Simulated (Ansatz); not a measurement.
# How MgO (Periclase) absorbs and reflects light

Aim: the dielectric function of MgO (Periclase), and the optical constants that follow from it. The cell comes from an older database entry, whose edges can differ from later determinations, mostly by under a per cent.

Program: Ansatz 0.2.0. Level of theory: DFT, PBE, plane-wave PAW, default files, scalar-relativistic, independent-particle optical response without local fields. Results are calculated unless marked as measured.

Report form: the programs' logs are mostly left out.

The database entry behind the starting cell differs from later determinations by our own check (about 0.1 % long), so it need not match the best structure at ambient conditions.

## (1) The structure

It takes space group Fm-3m (No. 225, cubic). Conventional cell: a = 4.217 Å, b = 4.217 Å, c = 4.217 Å, α = 90.00°, β = 90.00°, γ = 90.00°. Nearest to Mg lie 6 O at 2.11 Å. O has 6 Mg at 2.11 Å nearest. Farther neighbours and most contacts between anions are not listed.

## (2) Ground state and bands

The self-consistent density comes first; it also tells whether there is a gap, which decides the occupations and the need for a Drude term.

This step: DFT, PBE, plane-wave PAW, default files, scalar-relativistic, ground state (Ansatz 0.2.0).

The input, input.yaml:

```yaml
crystal:
  lattice:
    - [0.0, 2.1085, 2.1085]
    - [2.1085, 0.0, 2.1085]
    - [2.1085, 2.1085, 0.0]
  atoms:
    - { symbol: Mg, position: [0.0, 0.0, 0.0] }
    - { symbol: O, position: [0.5, 0.5, 0.5] }
kpoints:
  mp_grid: { grid: [9, 9, 9] }
  band_path:
    path:
      - [[0.0, 0.0, 0.0], [0.5, 0.0, 0.5], [0.5, 0.25, 0.75], [0.375, 0.375, 0.75], [0.0, 0.0, 0.0], [0.5, 0.5, 0.5], [0.625, 0.25, 0.625], [0.5, 0.25, 0.75], [0.5, 0.5, 0.5], [0.375, 0.375, 0.75]]
      - [[0.625, 0.25, 0.625], [0.5, 0.0, 0.5]]
    npoints: 6
scf:
  occupations: { method: fermi_dirac, width: 0.05 }
  n_extra_bands: 6
hamiltonian:
  xc: pbe
  pseudopotentials: { kind: paw }
output:
  forces: true
  stress: true
  populations: true
  write_bands: true
  write_density: true
  write_potential: true
  elf: true
  volumetric_format: npy
```

Run with:

```
$ ansatz run input.yaml --threads 4 --pin off --max-ram 8192MiB --backend cpu --events-out ev --progress --plain --runs-dir out
```

Wall time 0.37 s (4 threads of Intel Xeon Platinum 8488C (Sapphire Rapids), shared host); peak memory 0.3 GiB; 0.98 s of CPU time.

Numbers from this step:

| Property | Result |
| --- | --- |
| free energy | -2494.1328 eV |
| Fermi energy | 10.50 eV |
| gap by band count | 4.709 eV |
| electrons | 16 |
| symmetry operations | 48 |
| pressure | 4.095 GPa |
| gap on the k-mesh | 4.709 eV |
| volume | 18.75 Å³ |
| gap on the path | 4.709 eV |
| least direct gap on the path | 4.709 eV |

There is a gap, 4.71 eV on the path, so no carriers' term is needed. The cell is left with a pressure of 4.1 GPa, as it stands unrelaxed at this level.

Electronic bands along the path, in eV, zero at the Fermi level; v1 is the highest filled band, c1 the lowest empty one:

```
    point     v3     v2     v1    c1     c2     c3     c4
        Γ  -2.40  -2.40  -2.40  2.31  13.40  13.40  13.40
  halfway  -5.02  -3.13  -3.13  5.64   8.77  13.08  15.04
        X  -6.44  -3.74  -3.74  6.74   7.55  10.67  16.54
  halfway  -6.14  -4.28  -3.96  7.61   8.43  10.33  14.90
        W  -5.33  -5.33  -4.16  9.23   9.23   9.74  13.09
  halfway  -5.72  -5.08  -3.85  8.26   9.49   9.86  14.00
        K  -5.86  -5.09  -3.54  7.69   9.35  10.11  15.70
  halfway  -5.33  -3.57  -2.79  5.74   9.59  12.94  15.51
        Γ  -2.40  -2.40  -2.40  2.31  13.40  13.40  13.40
  halfway  -5.05  -2.74  -2.74  4.67  10.16  14.24  14.24
        L  -6.99  -3.05  -3.05  5.49  10.17  13.91  13.91
  halfway  -6.52  -4.12  -3.24  6.86   9.87  11.44  14.67
        U  -5.86  -5.09  -3.54  7.69   9.35  10.11  15.70
  halfway  -5.72  -5.08  -3.85  8.26   9.49   9.86  14.00
        W  -5.33  -5.33  -4.16  9.23   9.23   9.74  13.09
  halfway  -6.37  -4.32  -3.38  7.26   9.77  11.07  14.48
        L  -6.99  -3.05  -3.05  5.49  10.17  13.91  13.91
  halfway  -6.52  -4.12  -3.24  6.86   9.87  11.44  14.67
        K  -5.86  -5.09  -3.54  7.69   9.35  10.11  15.70
jump to U  -5.86  -5.09  -3.54  7.69   9.35  10.11  15.70
  halfway  -6.29  -4.19  -3.69  7.12   8.07  10.51  16.15
        X  -6.44  -3.74  -3.74  6.74   7.55  10.67  16.54
```

Electrostatic potential energy in the ac plane of the conventional cell at fractional y = 0.000, with atoms of Mg and O within 0.2 Å of it. With pseudopotentials it is smooth inside the atoms' cores, unlike the true potential.

Ten even steps from '0' (-65 eV) to '9' (11 eV), each cell a mean:
```
02799643589850
46899966799975
88999999999998
99999999999999
89999876799998
46998621479975
24898400169963
35898500279964
67999754689996
99999988899999
99999999999999
67999988999987
14799754699862
01699632489840
```

ELF in the ac plane of the conventional cell at fractional y = 0.000, with atoms of Mg and O within 0.2 Å of it. It is the smooth field of the valence electrons, not physical close to the nuclei.

Values, 14 rows by 14 columns, each cell a mean:
```
0.32 0.38 0.17 0.23 0.68 0.80 0.65 0.55 0.75 0.79 0.48 0.12 0.29 0.35
0.32 0.23 0.07 0.19 0.57 0.77 0.80 0.80 0.81 0.71 0.38 0.09 0.14 0.29
0.13 0.10 0.08 0.13 0.33 0.57 0.68 0.70 0.64 0.46 0.20 0.08 0.09 0.12
0.50 0.46 0.32 0.15 0.13 0.19 0.23 0.24 0.21 0.14 0.10 0.20 0.38 0.48
0.80 0.76 0.62 0.32 0.08 0.07 0.17 0.20 0.14 0.06 0.14 0.46 0.71 0.79
0.69 0.78 0.76 0.46 0.10 0.23 0.38 0.36 0.33 0.14 0.21 0.64 0.81 0.75
0.40 0.69 0.80 0.50 0.13 0.32 0.32 0.25 0.36 0.20 0.24 0.70 0.80 0.55
0.55 0.75 0.79 0.48 0.12 0.29 0.35 0.32 0.38 0.17 0.23 0.68 0.80 0.65
0.80 0.81 0.71 0.38 0.09 0.14 0.29 0.32 0.23 0.07 0.19 0.57 0.77 0.80
0.70 0.64 0.46 0.20 0.08 0.09 0.12 0.13 0.10 0.08 0.13 0.33 0.57 0.68
0.24 0.21 0.14 0.10 0.20 0.38 0.48 0.50 0.46 0.32 0.15 0.13 0.19 0.23
0.20 0.14 0.06 0.14 0.46 0.71 0.79 0.80 0.76 0.62 0.32 0.08 0.07 0.17
0.36 0.33 0.14 0.21 0.64 0.81 0.75 0.69 0.78 0.76 0.46 0.10 0.23 0.38
0.25 0.36 0.20 0.24 0.70 0.80 0.55 0.40 0.69 0.80 0.50 0.13 0.32 0.32
```

## (3) Spectrum

With the density converged, the vertical transitions are summed over the zone.

This step: DFT, PBE, plane-wave PAW, default files, scalar-relativistic, independent-particle optical response without local fields (Ansatz 0.2.0).

input.yaml, the sections that differ from step 2:

```yaml
kpoints:
  mp_grid: { grid: [9, 9, 9] }
scf:
  occupations: { method: fixed }
output:
  optics:
    e_range: [0, 22]
    de: 0.05
    sigma: 0.2
    nscf_kmesh: { grid: [14, 14, 14] }
    bands: { spectra_wanted_up_to: 22 }
# crystal, hamiltonian: as in step 2
```

Run time: 2.5 s. Hardware: 4 threads; peak memory 0.59 GiB; 8.3 s of CPU time.

This step gave:

* electronic dielectric constant ε∞, mean over x, y and z (by symmetry where fewer were run): 3.263
* absorption onset, first axis (α over 10⁴ cm⁻¹, or the direct gap if that lies higher): 4.709 eV
* main peak of Im epsilon, first axis: 11.06 eV
* least direct gap on the mesh: 4.709 eV
* bands summed: 21
* spectra valid up to: 35.19 eV
* program's estimate of the k-sum error in Im epsilon: 0.09 %
* electrons in the f-sum: 7.570

The Im ε, any direction by photon energy; read off at these points:

```
photon energy (eV)  Im ε, any direction
              4.00                    0
              4.50               0.0152
              5.00                0.495
              5.50                0.785
              6.00                0.956
              6.50                 1.10
              7.00                 1.25
              7.50                 1.45
              8.00                 1.81
              8.50                 3.10
              8.75                 3.60
              9.00                 3.43
              9.50                 3.04
             10.00                 2.79
             10.50                 3.30
             11.00                 5.79
             11.50                 4.41
             12.00                 3.26
             12.50                 2.89
             13.00                 2.81
             13.50                 1.92
             14.00                 2.62
             14.50                 2.48
             15.00                 3.61
             15.20                 3.93
             15.50                 3.41
             16.00                 2.57
             16.50                 2.67
             17.00                 2.26
             17.50                 2.26
             18.00                 2.72
             18.50                 1.40
             19.00                0.932
             19.50                0.684
             20.00                0.618
             20.50                0.702
             21.00                0.928
             21.50                0.607
             22.00                0.494
```

The Re ε, any direction by photon energy:

photon energy (eV), Re ε, any direction and a bar from the least value:
```
        0       3.26 ######################
        1       3.28 ######################
        2       3.35 ######################
        3       3.49 #######################
        4       3.76 ########################
        5       4.35 ############################
        6       4.23 ###########################
        7       4.33 ###########################
        8       4.81 ##############################
        9       3.59 ########################
       10       3.35 ######################
       11       2.92 ####################
       12       0.71 ########
       13       0.68 ########
       14       1.46 ############
       15       1.52 ############
       16       0.06 #####
       17      -0.21 ###
       18      -0.80 
       19      -0.79 
       20      -0.16 ###
       21      -0.14 ####
       22       0.01 ####
```

Table of refractive index n and extinction k by photon energy:

```
photon energy (eV)      n      k
                 0   1.81      0
                 1   1.81      0
                 2   1.83      0
                 3   1.87      0
                 4   1.94      0
                 5   2.09  0.119
                 6   2.07  0.231
                 7   2.10  0.297
                 8   2.23  0.406
                 9   2.07  0.828
                10   1.96  0.710
                11   2.17   1.33
                12   1.42   1.15
                13   1.34   1.05
                14   1.49  0.878
                15   1.65   1.09
                16   1.15   1.12
                17   1.01   1.11
                18   1.01   1.35
                19  0.466   1.00
                20  0.488  0.633
                21  0.632  0.735
                22  0.502  0.493
```

The reflectivity at normal incidence, any direction has structure finer than the step of the table below, so its rows give means over 0.5 eV, whole bins alone (the curve runs from 0 to 22 eV). Peaks (eV: height): 11.30: 28.3, 15.50: 26.4, 18.60: 43.6, 21.25: 24.7.

The reflectivity at normal incidence, any direction by photon energy; means over each step:

```
photon energy (eV)  reflectivity at normal incidence, any direction (%)
               0.5                                                 8.28
               1.0                                                 8.35
               1.5                                                 8.46
               2.0                                                 8.63
               2.5                                                 8.86
               3.0                                                 9.17
               3.5                                                 9.59
               4.0                                                 10.2
               4.5                                                 11.4
               5.0                                                 12.5
               5.5                                                 12.5
               6.0                                                 12.6
               6.5                                                 12.9
               7.0                                                 13.4
               7.5                                                 14.3
               8.0                                                 15.9
               8.5                                                 18.9
               9.0                                                 18.1
               9.5                                                 16.3
              10.0                                                 15.5
              10.5                                                 19.0
              11.0                                                 26.3
              11.5                                                 26.4
              12.0                                                 21.0
              12.5                                                 18.3
              13.0                                                 18.1
              13.5                                                 12.2
              14.0                                                 14.1
              14.5                                                 14.2
              15.0                                                 19.8
              15.5                                                 25.7
              16.0                                                 22.1
              16.5                                                 22.8
              17.0                                                 23.5
              17.5                                                 22.4
              18.0                                                 31.4
              18.5                                                 42.8
              19.0                                                 41.1
              19.5                                                 35.5
              20.0                                                 25.2
              20.5                                                 14.9
              21.0                                                 20.5
              21.5                                                 24.0
```

Table of loss function −Im 1/ε at q → 0, any direction by energy loss; read off at these points:

```
energy loss (eV)  loss function −Im 1/ε at q → 0, any direction
            4.00                                              0
            4.50                                         9.2e-4
            5.00                                         0.0258
            5.50                                         0.0418
            6.00                                         0.0509
            6.50                                         0.0570
            7.00                                         0.0615
            7.50                                         0.0650
            8.00                                         0.0687
            8.50                                         0.0887
            9.00                                          0.139
            9.50                                          0.155
           10.00                                          0.147
           10.50                                          0.110
           11.00                                          0.138
           11.50                                          0.224
           12.00                                          0.293
           12.50                                          0.319
           13.00                                          0.336
           13.35                                          0.436
           13.50                                          0.390
           14.00                                          0.291
           14.50                                          0.298
           15.00                                          0.235
           15.50                                          0.293
           16.00                                          0.389
           16.50                                          0.374
           17.00                                          0.439
           17.50                                          0.441
           18.00                                          0.338
           18.50                                          0.406
           19.00                                          0.627
           19.50                                           1.03
           20.00                                           1.51
           20.20                                           1.62
           20.50                                           1.38
           21.00                                           1.05
           21.50                                           1.57
           22.00                                           2.02
```

At chosen wavelengths:

```
wavelength (nm)     n      k  R (%)        1/α
            800  1.82  0.000    8.5  over 1 mm
            633  1.83  0.000    8.6  over 1 mm
            532  1.84  0.000    8.8  over 1 mm
            450  1.86  0.000    9.0  over 1 mm
            405  1.87  0.000    9.2  over 1 mm
            248  2.09  0.118   12.6     167 nm
            193  2.08  0.259   12.9      59 nm
```

Rows near the edge hang on the gap, which this functional as a rule makes too small, and phonon-assisted absorption is left out.

A film 1 µm thick would pass 84 % of daylight and look colourless in transmission (x = 0.313, y = 0.330).

The f-sum over the summed bands holds 7.6 of the cell's 16 electrons outside the frozen cores, 10 of which lie in bands more than 12 eV below the Fermi level, whose transitions come at higher energies. Up to 22 eV the strength has a mean oscillator energy of 12.2 eV, close to the main peak.

## (4) Static response with local fields

Perturbation theory gives the static response with local fields and the functional's kernel, and it needs no empty bands.

This step: DFT, PBE, plane-wave PAW, default files, scalar-relativistic, static field response by perturbation theory with local fields (Ansatz 0.2.0).

input.yaml, the sections that differ from step 3:

```yaml
dielectric: {}
# crystal, kpoints, scf, hamiltonian: as in step 3
# output: removed
```

It took 4.8 s on 4 threads; peak memory 0.48 GiB; 17 s of CPU time.

Numbers from this step:

| Quantity | Value |
| --- | --- |
| electronic dielectric constant ε∞, mean over x, y and z (by symmetry where fewer were run) | 3.209 |

ε∞ with local fields:

```
3.21 0.00 0.00
0.00 3.21 0.00
0.00 0.00 3.21
```

Diagonal elements. Born, by row:

```
atom  Z*xx (e)  Z*yy (e)  Z*zz (e)
 Mg1     1.987     1.987     1.987
  O2    -1.987    -1.987    -1.987
```

Mean Born charges are Mg +1.99 and O -1.99, against formal valences of +2 and -2. They lie near the ionic values.

## (5) Summary of results

```yaml
gap_on_the_path: 4.71 eV
least_direct_gap_on_the_path: 4.71 eV
electronic_dielectric_constant_eps_infinity_mean_over_x_y_and_z_by_symmetry_where_fewer_were_run_independent_particles: 3.26
absorption_onset_first_axis_alpha_over_1e4_cm_minus1_or_the_direct_gap_if_that_lies_higher: 4.71 eV
main_peak_of_im_epsilon_first_axis: 11.1 eV
electronic_dielectric_constant_eps_infinity_mean_over_x_y_and_z_by_symmetry_where_fewer_were_run_static_response_with_local_fields: 3.21
```

**Reading.** At this level (PBE, independent particles) MgO has ε∞ = 3.26 (3.21 with local fields) and n = 1.81 at 1550 nm; absorption sets in near 4.7 eV, and Im ε peaks at 11.1 eV. The gap on the path is direct, 4.71 eV. Lines 0.2 eV wide carry a tail of absorption under the direct gap, past the threshold already at 4.64 eV. Absorption passes 10⁴ cm⁻¹ from the direct gap on, 4.71 eV, in the ultraviolet, so the visible is passed. Distinct maxima of Im ε, read by a parabola through the highest points, lie at 8.75 eV (3.6), 11.06 eV (5.8), 15.22 eV (3.9) and 17.95 eV (2.7). The f-sum over the summed bands holds 7.6 of the cell's 16 electrons outside the frozen cores, 10 of which lie in bands more than 12 eV below the Fermi level, whose transitions come at higher energies. Up to 22 eV the strength has a mean oscillator energy of 12.2 eV, close to the main peak. A film 1 µm thick would pass 84 % of daylight and look colourless in transmission (x = 0.313, y = 0.330). With local fields and the functional's kernel the static response is 3.21 against 3.26 for independent particles (-2 %). In the base spectrum excitons and phonon-assisted transitions are missing, and so are local fields; PBE gaps are as a rule too small, which pulls the onset down and ε∞ up. In the base run ε includes the program's bounded estimate of what the bands above those summed add.

[Logs are printed without paths, hosts, clocks, repeated set-up lines and the standing remarks that a program may print on its own settings, such as how far it seeks lower states.]

[Hosts, paths, dates, database ids (printed as entryN), source tags and the programs' standing remarks are cut or masked in the printed files.]
